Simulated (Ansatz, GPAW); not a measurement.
## A 12-layer slab of W(111): converging a work function

Aim: the settings at which the work function of a 12-layer slab of W(111) stops moving.

Calculated with GPAW 26.7.0 and Ansatz 0.2.0; Ansatz plane waves; slab in vacuum with a dipole correction, relaxation, in the first sound run; inputs show where later runs differ.

## Step 1: The structure

The cell holds 12 atoms: 12 W. Cell: a = 4.469 Å, b = 4.469 Å, c = 28.034 Å, α = 90.0°, β = 90.0°, γ = 60.0°. Vacuum lies along c.

## Step 2: Relaxation

Forces are removed first; all later runs use this geometry. The lowest 5 atoms are held at bulk positions and keep their forces.

File input.yaml:

```yaml
crystal:
  lattice:
    - [4.4689148571, 0.0, 0.0]
    - [2.2344574285, 3.8701937936, 0.0]
    - [0.0, 0.0, 28.0343476785]
  atoms:
    - { symbol: W, position: [0.3333333333, 0.3333333333, 0.3210347572] }
    - { symbol: W, position: [0.6666666667, 0.6666666667, 0.3535738922] }
    - { symbol: W, position: [0.0, 0.0, 0.3861130273] }
    - { symbol: W, position: [0.3333333333, 0.3333333333, 0.4186521624] }
    - { symbol: W, position: [0.6666666667, 0.6666666667, 0.4511912974] }
    - { symbol: W, position: [0.0, 0.0, 0.4837304325] }
    - { symbol: W, position: [0.3333333333, 0.3333333333, 0.5162695675] }
    - { symbol: W, position: [0.6666666667, 0.6666666667, 0.5488087026] }
    - { symbol: W, position: [0.0, 0.0, 0.5813478376] }
    - { symbol: W, position: [0.3333333333, 0.3333333333, 0.6138869727] }
    - { symbol: W, position: [0.6666666667, 0.6666666667, 0.6464261078] }
    - { symbol: W, position: [0.0, 0.0, 0.6789652428] }
kpoints:
  mp_grid: { grid: [8, 8, 1] }
hamiltonian:
  xc: pbe
scf:
  occupations: { method: fermi_dirac, width: 0.1 }
efield:
  axis: 3
  dipole_correction: true
  ramp_width: 0.05
relax:
  f_tol: 0.02
  max_steps: 60
  constraints: [{ sites: [0, 1, 2, 3, 4] }]
output:
  write_potential: true
  write_density: true
  volumetric_format: npy
```

Launch:

```sh
ansatz run input.yaml --threads 4 --pin off --max-ram 8192MiB --backend cpu --events-out ev --progress --plain --runs-dir out
```

Numbers of over 12 decimals in the logs are rounded to 6 here.

Output:

```text
Engine: ansatz 0.2.0, aarch64-unknown-linux-gnu
Pseudopotentials: kind: paw
Pseudopotential: W, paw, valence charge 14, recommended cutoff 420 eV (normal), W.paw.azcp
Functional definition: PBE
  parameter kappa = 0.804
  parameter beta = 0.066725
  exchange = pbe_x(kappa = kappa, mu = beta*pi^2/3)
  correlation = pbe_c(beta = beta)
Crystal: 12 atoms, lattice volume = 484.870 Å³
Basis set: ecut = 420 eV, 9483 PW (Γ), exchange–correlation on 60×60×384 points (8 copies of the dense FFT grid, shifted against one another)
Bands: 101, of which v1, the nominal top of the filled ones, is band 84 counted from 1 (83 counted from 0)
Symmetry: 6 space group operations
k-points: 10 of 64 (time reversal used)
Non-local potential: W, projectors of the file, l = 0: 3, l = 1: 2, l = 2: 2, l = 3: 1
PAW form: soft (Blöchl's): semilocal exchange-correlation on the pseudo side does not see the compensation charge
PAW one-centre angular grid: W, 590 points (default); XC on 64 Gauss nodes
Initial density: superposition of atomic densities (neutral atoms: chi_scale 0, normalization atom), corrected by the library's trained network
Initial wavefunctions: pseudopotential atomic-orbital guess
Functional: x = pbe(κ = 0.804, μ = 0.219515), c = pbe(β = 0.066725)
SCF iter   1: F=—  HF=-124609.493573 eV  |F-HF|=—  |Δ(HF+E_count)|=         —  Δρ=4.45e-3  dr2=3.43e-1  ethr=1.77e-3  p=0.000 e·Å  D=1.72e-13 V/Å  ΔV_dip=-0.00 eV  dr2_dipole=1.34e-11  V_vac-E_F(+/−)=4.19/4.19 eV  ⟨swp⟩=9.6  Hψ=4919  notcnv=0
efield: sawtooth ramp at fractional position 0.9750 (placed from the atoms, in the widest stretch of the axis that holds none; the zero of the levels goes with the place), width 0.0500; the density the first Hamiltonian is built on has a dipole p = 0.000 e·Å; the dipole correction subtracts the counter field D = 1.72e-13 V/Å, which shifts the + side's vacuum level by -0.00 eV against the − side's; the planar-averaged density in the ramp window peaks in size at 2.2e-5 e/Å³
preconditioner: auto → LDOS  [metal: Δε(μ)=0.010 eV  Ē_g=4.518 eV  σ=0.100 eV  W_gap=0.02  n_scr=110 (ndim 8)  ℏωp=14.3 eV  f_vac=0.530  D(μ)=10.39/eV (n_scr^D=70)  β→1.0]
SCF iter   2: F=—  HF=-124609.492139 eV  |F-HF|=—  |Δ(HF+E_count)|=   1.43e-3  Δρ=2.80e-3  dr2=9.58e-2  ethr=2.04e-4  p=0.000 e·Å  D=3.23e-7 V/Å  ΔV_dip=-0.00 eV  dr2_dipole=1.57e-9  V_vac-E_F(+/−)=4.01/4.01 eV  ⟨swp⟩=2.0  Hψ=1669  notcnv=0
SCF iter   3: F=—  HF=-124609.481183 eV  |F-HF|=—  |Δ(HF+E_count)|=   1.10e-2  Δρ=9.58e-4  dr2=1.24e-2  ethr=5.70e-5  p=-0.000 e·Å  D=-1.55e-8 V/Å  ΔV_dip=0.00 eV  dr2_dipole=2.59e-11  V_vac-E_F(+/−)=4.02/4.02 eV  ⟨swp⟩=2.0  Hψ=1395  notcnv=0
SCF iter   4: F=—  HF=-124609.480153 eV  |F-HF|=—  |Δ(HF+E_count)|=   1.03e-3  Δρ=2.40e-4  dr2=6.89e-4  ethr=7.40e-6  p=-0.000 e·Å  D=-1.37e-7 V/Å  ΔV_dip=0.00 eV  dr2_dipole=2.31e-11  V_vac-E_F(+/−)=4.01/4.01 eV  ⟨swp⟩=2.8  Hψ=1426  notcnv=0
SCF iter   5: F=—  HF=-124609.481022 eV  |F-HF|=—  |Δ(HF+E_count)|=   8.69e-4  Δρ=7.78e-5  dr2=4.57e-5  ethr=4.10e-7  p=-0.000 e·Å  D=-1.05e-7 V/Å  ΔV_dip=0.00 eV  dr2_dipole=1.06e-10  V_vac-E_F(+/−)=4.01/4.01 eV  ⟨swp⟩=2.9  Hψ=1562  notcnv=0
SCF iter   6: F=-124609.481055 eV  HF=-124609.481052 eV  |F-HF|=3.31e-6  |Δ(HF+E_count)|=   3.02e-5  Δρ=2.90e-5  dr2=5.71e-6  ethr=5.95e-9  p=-0.000 e·Å  D=-7.90e-9 V/Å  ΔV_dip=0.00 eV  dr2_dipole=1.98e-12  V_vac-E_F(+/−)=4.00/4.00 eV  ⟨swp⟩=16.2  Hψ=11113  notcnv=0
SCF 1 converged in 6 iterations: F = -124609.481055 eV  dr2 = 5.71e-6
  greatest PAW one-centre occupation: 1.000 electrons in one spin orbital (limit 2), on the W atom at site 1 (counted from 0), in its partial waves of l = 0
relax step   1: F+E_penalty+E_count = -124609.48105525 eV  Δ(F+E_penalty+E_count) = +0.000e0 eV  max|allowed force component| = 2.303e0 eV/Å  Δτ_max = 0.0000 Å  (6 SCF iters, dr2 threshold 1.00e-5 eV, accepted)
Initial density: handed on by an earlier stage of this run
Initial wavefunctions: those handed on with the density
iter 1 solved again at ethr=7.90e-4 eV; its pass at ethr=3.10e-3 eV (dr2=1.33e0 eV) is discarded
SCF iter   1: F=—  HF=-124609.966965 eV  |F-HF|=—  |Δ(HF+E_count)|=         —  Δρ=9.88e-3  dr2=1.74e0  ethr=7.90e-4  p=0.000 e·Å  D=4.28e-7 V/Å  ΔV_dip=-0.00 eV  dr2_dipole=4.58e-1  V_vac-E_F(+/−)=4.03/4.03 eV  ⟨swp⟩=1.6  Hψ=3630  notcnv=0
efield: sawtooth ramp at fractional position 0.9750 (handed on by an earlier solve), width 0.0500; the density the first Hamiltonian is built on has a dipole p = 0.000 e·Å; the dipole correction subtracts the counter field D = 4.28e-7 V/Å, which shifts the + side's vacuum level by -0.00 eV against the − side's; the planar-averaged density in the ramp window peaks in size at 2.2e-6 e/Å³
eigensolver tolerance schedule calibrated: the retry pair's looser diagonalisation under-reported the residual by θ = 0.24 (0.40/decade); ethr = c·dr2/N_el runs at the constant in force after the calibration composes with the one it found (an armed cap, an earlier calibration), c = 6.2e-3
preconditioner: auto → LDOS  [metal: Δε(μ)=0.007 eV  Ē_g=4.599 eV  σ=0.100 eV  W_gap=0.02  n_scr=110 (ndim 8)  ℏωp=14.3 eV  f_vac=0.536  D(μ)=7.97/eV (n_scr^D=44)  β→1.0]
SCF iter   2: F=—  HF=-124609.989043 eV  |F-HF|=—  |Δ(HF+E_count)|=   2.21e-2  Δρ=6.87e-3  dr2=1.09e0  ethr=6.40e-5  p=-0.001 e·Å  D=-4.70e-4 V/Å  ΔV_dip=0.01 eV  dr2_dipole=5.01e-2  V_vac-E_F(+/−)=3.98/3.96 eV  ⟨swp⟩=4.5  Hψ=3211  notcnv=0
SCF iter   3: F=—  HF=-124609.856741 eV  |F-HF|=—  |Δ(HF+E_count)|=   1.32e-1  Δρ=2.03e-3  dr2=5.90e-2  ethr=3.99e-5  p=-0.013 e·Å  D=-4.88e-3 V/Å  ΔV_dip=0.14 eV  dr2_dipole=4.81e-3  V_vac-E_F(+/−)=4.12/3.98 eV  ⟨swp⟩=3.8  Hψ=2493  notcnv=0
SCF iter   4: F=—  HF=-124609.851065 eV  |F-HF|=—  |Δ(HF+E_count)|=   5.68e-3  Δρ=4.53e-4  dr2=2.26e-3  ethr=2.17e-6  p=-0.016 e·Å  D=-6.07e-3 V/Å  ΔV_dip=0.17 eV  dr2_dipole=4.68e-4  V_vac-E_F(+/−)=4.14/3.97 eV  ⟨swp⟩=3.0  Hψ=2184  notcnv=0
SCF iter   5: F=—  HF=-124609.851201 eV  |F-HF|=—  |Δ(HF+E_count)|=   1.36e-4  Δρ=1.54e-4  dr2=2.55e-4  ethr=8.28e-8  p=-0.019 e·Å  D=-7.09e-3 V/Å  ΔV_dip=0.20 eV  dr2_dipole=2.68e-5  V_vac-E_F(+/−)=4.16/3.96 eV  ⟨swp⟩=3.4  Hψ=2189  notcnv=0
SCF iter   6: F=-124609.851229 eV  HF=-124609.851277 eV  |F-HF|=4.79e-5  |Δ(HF+E_count)|=   7.60e-5  Δρ=6.53e-5  dr2=7.13e-5  ethr=3.67e-9  p=-0.021 e·Å  D=-7.97e-3 V/Å  ΔV_dip=0.22 eV  dr2_dipole=7.54e-6  V_vac-E_F(+/−)=4.18/3.95 eV  ⟨swp⟩=12.7  Hψ=10797  notcnv=0
SCF 2 converged in 6 iterations: F = -124609.851229 eV  dr2 = 7.13e-5
[...]
SCF iter   3: F=—  HF=-124609.908289 eV  |F-HF|=—  |Δ(HF+E_count)|=   1.17e-2  Δρ=1.11e-3  dr2=1.58e-2  ethr=3.61e-5  p=-0.019 e·Å  D=-7.25e-3 V/Å  ΔV_dip=0.20 eV  dr2_dipole=2.65e-4  V_vac-E_F(+/−)=4.15/3.95 eV  ⟨swp⟩=2.8  Hψ=1547  notcnv=0
SCF iter   4: F=—  HF=-124609.907103 eV  |F-HF|=—  |Δ(HF+E_count)|=   1.19e-3  Δρ=1.87e-4  dr2=3.59e-4  ethr=4.86e-6  p=-0.019 e·Å  D=-7.23e-3 V/Å  ΔV_dip=0.20 eV  dr2_dipole=2.69e-6  V_vac-E_F(+/−)=4.15/3.95 eV  ⟨swp⟩=2.8  Hψ=1610  notcnv=0
SCF iter   5: F=—  HF=-124609.907073 eV  |F-HF|=—  |Δ(HF+E_count)|=   3.07e-5  Δρ=7.76e-5  dr2=7.36e-5  ethr=1.10e-7  p=-0.019 e·Å  D=-7.14e-3 V/Å  ΔV_dip=0.20 eV  dr2_dipole=1.05e-5  V_vac-E_F(+/−)=4.15/3.95 eV  ⟨swp⟩=3.0  Hψ=1880  notcnv=0
SCF iter   6: F=-124609.907077 eV  HF=-124609.907078 eV  |F-HF|=9.27e-7  |Δ(HF+E_count)|=   5.07e-6  Δρ=2.42e-5  dr2=4.86e-6  ethr=1.67e-8  p=-0.019 e·Å  D=-7.07e-3 V/Å  ΔV_dip=0.20 eV  dr2_dipole=9.92e-7  V_vac-E_F(+/−)=4.15/3.95 eV  ⟨swp⟩=14.9  Hψ=10723  notcnv=0
SCF 3 converged in 6 iterations: F = -124609.907077 eV  dr2 = 4.86e-6
relax step   3: F+E_penalty+E_count = -124609.90707673 eV  Δ(F+E_penalty+E_count) = -5.585e-2 eV  max|allowed force component| = 2.991e-1 eV/Å  Δτ_max = 0.1165 Å  (6 SCF iters, dr2 threshold 5.43e-5 eV, accepted)
[...]
relax step   4: F+E_penalty+E_count = -124609.91261555 eV  Δ(F+E_penalty+E_count) = -5.539e-3 eV  max|allowed force component| = 1.390e-1 eV/Å  Δτ_max = 0.0296 Å  (5 SCF iters, dr2 threshold 9.20e-6 eV, accepted)
[...]
relax step   5: F+E_penalty+E_count = -124609.91342291 eV  Δ(F+E_penalty+E_count) = -8.074e-4 eV  max|allowed force component| = 1.246e-2 eV/Å  Δτ_max = 0.0092 Å  (5 SCF iters, dr2 threshold 1.99e-6 eV, accepted)
iter 1 solved again at ethr=1.84e-10 eV; its pass at ethr=3.10e-3 eV (dr2=3.10e-7 eV) is discarded
SCF iter   1: F=—  HF=-124609.913468 eV  |F-HF|=—  |Δ(HF+E_count)|=         —  Δρ=6.00e-6  dr2=3.09e-7  ethr=1.84e-10  p=-0.020 e·Å  D=-7.51e-3 V/Å  ΔV_dip=0.21 eV  dr2_dipole=4.05e-11  V_vac-E_F(+/−)=4.15/3.94 eV  ⟨swp⟩=1.4  Hψ=2430  notcnv=0
efield: sawtooth ramp at fractional position 0.9750 (handed on by an earlier solve), width 0.0500; the density the first Hamiltonian is built on has a dipole p = -0.020 e·Å; the dipole correction subtracts the counter field D = -7.51e-3 V/Å, which shifts the + side's vacuum level by +0.21 eV against the − side's; the planar-averaged density in the ramp window peaks in size at 2.8e-6 e/Å³
preconditioner: auto → LDOS  [metal: Δε(μ)=0.019 eV  Ē_g=4.568 eV  σ=0.100 eV  W_gap=0.05  n_scr=110 (ndim 8)  ℏωp=14.3 eV  f_vac=0.534  D(μ)=7.70/eV (n_scr^D=44)  β→1.0]
SCF iter   2: F=—  HF=-124609.913423 eV  |F-HF|=—  |Δ(HF+E_count)|=   4.46e-5  Δρ=7.16e-6  dr2=6.80e-7  ethr=1.84e-10  p=-0.020 e·Å  D=-7.50e-3 V/Å  ΔV_dip=0.21 eV  dr2_dipole=2.94e-10  V_vac-E_F(+/−)=4.15/3.94 eV  ⟨swp⟩=3.3  Hψ=2094  notcnv=0
SCF iter   3: F=-124609.913423 eV  HF=-124609.913423 eV  |F-HF|=7.64e-9  |Δ(HF+E_count)|=   1.63e-8  Δρ=1.47e-6  dr2=2.57e-8  ethr=5.95e-11  p=-0.020 e·Å  D=-7.50e-3 V/Å  ΔV_dip=0.21 eV  dr2_dipole=1.17e-10  V_vac-E_F(+/−)=4.15/3.94 eV  ⟨swp⟩=11.4  Hψ=8225  notcnv=0
SCF 6 converged in 3 iterations: F = -124609.913423 eV  dr2 = 2.57e-8
relax step   6: F+E_penalty+E_count = -124609.91342310 eV  Δ(F+E_penalty+E_count) = -1.824e-7 eV  max|allowed force component| = 1.239e-2 eV/Å  Δτ_max = 0.0000 Å  (3 SCF iters, accepted)
NSCF: frozen V_eff on 10 k-points
the band table was solved once a step of the walk had ended and its energy, with any forces and stress, was formed, with the checks that follow a solve (4743 applications of the Hamiltonian). They found nothing against the state; the energy, forces and stress were not computed again (output.eigenvalues in the input reference)
WARN: The output density's exchange-correlation potential varies sharply where the density is thin. Do not read a vacuum level from v_tot or v_xc, or from such a field of the output density. On a cell that repeats whose density bears no net charge and no dipole along the vacuum's axis use v_es (v_loc + v_h of the components); under efield.dipole_correction with no amplitude use v_es + v_field, which holds any externa [...]
SCF converged after 3 iterations
Free energy (F): -124609.913423 eV
Harris-Foulkes:  -124609.913423 eV  (|F-HF|=7.64e-9)
Internal energy: -124609.660055 eV  (E = F + TS)
E sigma→0 (E₀):  -124609.786739 eV
Entropy (-TS):   -0.253368 eV (-21.114 meV/atom)
Fermi energy:    6.424813 eV
Dipole field:    D = -0.007510 V/Å  (p = -0.020124 e·Å, saw-weighted, corrected)
Work function:   Φ+ = 4.1521 eV   Φ− = 3.9415 eV
Levels:          The Fermi level and band energies are counted from a zero that moves with the ramp; work functions are not
--- Per-component energies (eV) ---
  E_band       = -3658.980045
  E_kinetic    = 5381.942678
  E_local      = -261951.895912  (includes V_loc(G=0)·N_el)
  E_nonlocal   = 14.470096
  E_hartree    = 128623.232632
  E_xc         = -3191.782767
  E_vxc        = -2850.306921  (∫ρ·V_xc dr)
  E_paw        = -102750.347093  (= ΣΔE_a)
  E_vpaw       = -1499.702921  (= ΣTr[D̂ρ^β])
  E_aug_tail   = -0.000700  (compensation charges beyond the density's cutoff)
  E_efield     = 0.000076  (sawtooth field / dipole correction)
  E_vefield    = 0.030316  (∫n·V_field dr)
  E_ewald      = 109264.720935
  E_smearing   = -0.253368  (= −TS)
  E_closure    = -0.000000  (closes the sum)
  Σ components = -124609.913423   (vs F -124609.913423, Δ=0.00e0)
--- Forces (eV/Å), atoms counted from 1 ---
  atom   1  W      0.00000000    -0.00000000     2.35738050
  atom   2  W     -0.00000000     0.00000000    -0.03766566
  atom   3  W     -0.00000000     0.00000000    -1.27445963
  atom   4  W     -0.00000000     0.00000000    -0.87457901
  atom   5  W     -0.00000000     0.00000000    -0.17827151
  atom   6  W     -0.00000000    -0.00000000    -0.00744020
  atom   7  W      0.00000000     0.00000000     0.01238677
  atom   8  W      0.00000000    -0.00000000     0.01196521
  atom   9  W      0.00000000     0.00000000    -0.00830798
  atom  10  W     -0.00000000    -0.00000000    -0.00199393
  atom  11  W      0.00000000    -0.00000000     0.00064593
  atom  12  W      0.00000000     0.00000000     0.00034217
  max |Σ_I F_I| component: 2.66e-6 eV/Å
--- Band table (eV; the first three rows and the last of 10) ---
  k-point 0: bands = [... 80 lower, 5.3619, 5.3876, 5.3876, 5.9100, 6.5584, 7.6317, 7.9379, 8.0110, ... 13 higher]
  k-point 1: bands = [... 80 lower, 5.4428, 5.4724, 5.7291, 6.0192, 6.6276, 7.6323, 7.8047, 7.8371, ... 13 higher]
  k-point 2: bands = [... 80 lower, 5.7036, 5.8950, 6.0943, 6.4566, 6.6874, 6.9992, 7.0922, 7.4510, ... 13 higher]
  k-point 9: bands = [... 80 lower, 5.6444, 5.7648, 5.8315, 5.9666, 6.1777, 6.6374, 7.0381, 7.1708, ... 13 higher]
--- Relaxed structure (6 steps of the walk, 6 accepted, 0 SCFs on fresh bases) ---
  F+E_penalty+E_count = -124609.91342310 eV   max|allowed force component| = 1.239e-2 eV/Å
  atoms:
    - { symbol: W, position: [0.333333, 0.333333, 0.3210347572] }
    - { symbol: W, position: [0.666667, 0.666667, 0.3535738922] }
    - { symbol: W, position: [0.0, 0.0, 0.386113] }
    - { symbol: W, position: [0.333333, 0.333333, 0.4186521624] }
    - { symbol: W, position: [0.666667, 0.666667, 0.4511912974] }
    - { symbol: W, position: [4.398659534619879e-19, 0, 0.484824] }
    - { symbol: W, position: [0.333333, 0.333333, 0.517912] }
    - { symbol: W, position: [0.666667, 0.666667, 0.552028] }
    - { symbol: W, position: [7.795420779017306e-19, 0, 0.583286] }
    - { symbol: W, position: [0.333333, 0.333333, 0.621621] }
    - { symbol: W, position: [0.666667, 0.666667, 0.646965] }
    - { symbol: W, position: [-2.385643539069235e-18, 0, 0.673032] }
```

It took 2.3 min on 4 threads of Arm Neoverse N1, shared host; peak memory 1.3 GiB.

The steps of the relaxation:

```
step  energy less that of the first step (eV)  largest force component (eV/Å)
   1                                   0.0000                          2.3031
   2                                  -0.3702                          0.9322
   3                                  -0.4260                          0.2991
   4                                  -0.4316                          0.1390
   5                                  -0.4324                          0.0125
   6                                  -0.4324                          0.0124
```

Forces are held to the 6 operations that the run works with; a distortion that breaks them can't arise in this run.

The atoms that moved most (Å):

```
atom     dx     dy      dz  length
 W10  0.000  0.000   0.217   0.217
 W12  0.000  0.000  -0.166   0.166
  W8  0.000  0.000   0.090   0.090
  W9  0.000  0.000   0.054   0.054
  W7  0.000  0.000   0.046   0.046
  W6  0.000  0.000   0.031   0.031
 W11  0.000  0.000   0.015   0.015
```

This step gave:

```
free energy             : -124609.9134 eV
smearing term TS        : 0.2534 eV
symmetry operations     : 6
upper work function     : 4.152 eV
lower work function     : 3.942 eV
dipole along the normal : -0.02012 e·Å
dipole field            : -0.007510 V/Å
vacuum level above      : 10.58 eV
vacuum level below      : 10.37 eV
```

Electrostatic potential energy of an electron (with the applied field's), less the Fermi level, planar mean against z:

```
z (Å)  electrostatic potential energy of an electron (with the applied field's), less the Fermi level, planar mean (eV)
    0                                                                                                              4.05
    1                                                                                                              3.94
    2                                                                                                              3.94
    3                                                                                                              3.94
    4                                                                                                              3.94
    5                                                                                                              3.94
    6                                                                                                              3.91
    7                                                                                                              3.65
    8                                                                                                              1.16
    9                                                                                                             -9.25
   10                                                                                                             -12.0
   11                                                                                                             -12.6
   12                                                                                                             -12.7
   13                                                                                                             -12.5
   14                                                                                                             -12.6
   15                                                                                                             -12.5
   16                                                                                                             -13.0
   17                                                                                                             -11.5
   18                                                                                                             -15.7
   19                                                                                                             -9.71
   20                                                                                                              2.03
   21                                                                                                              3.95
   22                                                                                                              4.13
   23                                                                                                              4.15
   24                                                                                                              4.15
   25                                                                                                              4.15
   26                                                                                                              4.15
   27                                                                                                              4.15
```

Valence density, planar mean against z:

```
z (Å)  valence density, planar mean (e/Å³)
    5                               9.5e-5
    6                               8.5e-4
    7                              0.00800
    8                               0.0874
    9                                0.747
   10                                0.867
   11                                0.875
   12                                0.890
   13                                0.876
   14                                0.887
   15                                0.870
   16                                0.914
   17                                0.797
   18                                 1.08
   19                                0.760
   20                               0.0659
   21                              0.00621
   22                               6.0e-4
   23                               6.0e-5
```

The relaxation lowered the energy of the cell by 0.432 eV.

(Part 1 of 3 ends here.)

[Logs are printed without paths, hosts, clocks, repeated set-up lines and the standing remarks that a program may print on its own settings, such as how far it seeks lower states.]

[Hosts, paths, dates, database ids (printed as entryN), source tags and the programs' standing remarks are cut or masked in the printed files.]
